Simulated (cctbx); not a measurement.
## What resolution and counting buy: La2ZnGa6

Space group Fm-3m (no. 225), a = 9.1280 Å, b = 9.1280 Å, c = 9.1280 Å, α = 90.00°, β = 90.00°, γ = 90.00°.

```csv
atom,mult.,x,y,z,Ueq (Å²)
La1,8,1/4,3/4,3/4,0.0036
Ga1,24,0.7860,0,0,0.0036
Zn1,4,1/2,0,0,0.0036
```

The model is made up (kin elements in a known structure type, no relaxation), so it says nothing on whether the phase exists.

Five simulated data sets (cctbx; Mo Kα, λ = 0.71073 Å; 2 % proportional error) differ in resolution or exposure (noise floor 2 counts in the first three, 8 in the last two). Each is refined with the right model, isotropic at 1.1 Å and anisotropic otherwise. How do the figures of merit and the uncertainties move?

```
d min (Å)  top counts  ⟨I/σ⟩ (unmerged, absences included)  unique  param. (scale apart)   Rint      R1  GooF  largest s.u. xyz (fractional)  s.u. U of Zn1 (Å²)  largest error (Å)
      1.1       40000                                  6.8      28                     4  0.021  0.0067  0.96                        0.00008              0.0004             0.0007
     0.84       40000                                  6.8      55                     5  0.020  0.0054  1.01                        0.00003              0.0002             0.0005
      0.6       40000                                  5.5     126                     5  0.021  0.0046  0.96                        0.00002              0.0001             0.0001
     0.75         300                                  0.4      74                     5  0.333  0.0510  0.94                        0.00042              0.0021             0.0026
     0.75        3000                                  2.1      74                     5  0.062  0.0161  0.94                        0.00008              0.0004             0.0005
```

The number of reflections grows roughly as 1/d³: 28, 55 and 126 here. R1 follows the noise rather than the truth: at 300 counts it is 0.0510, at 3000 counts 0.0161, while GooF is 0.94 and 0.94: the weights 1/σ² carry the noise. The s.u. of U (U11 where anisotropic) for Zn1 goes 0.0004, 0.0002, 0.0001 Å² with resolution and 0.0021, 0.0004 Å² with exposure.

Hardware for the 0.6 Å refinement: 0.4 s on 1 thread of Arm Neoverse V2, on a shared host, peak memory 0.09 GiB.

[Logs are printed without paths, hosts, clocks, repeated set-up lines and the standing remarks that a program may print on its own settings, such as how far it seeks lower states.]
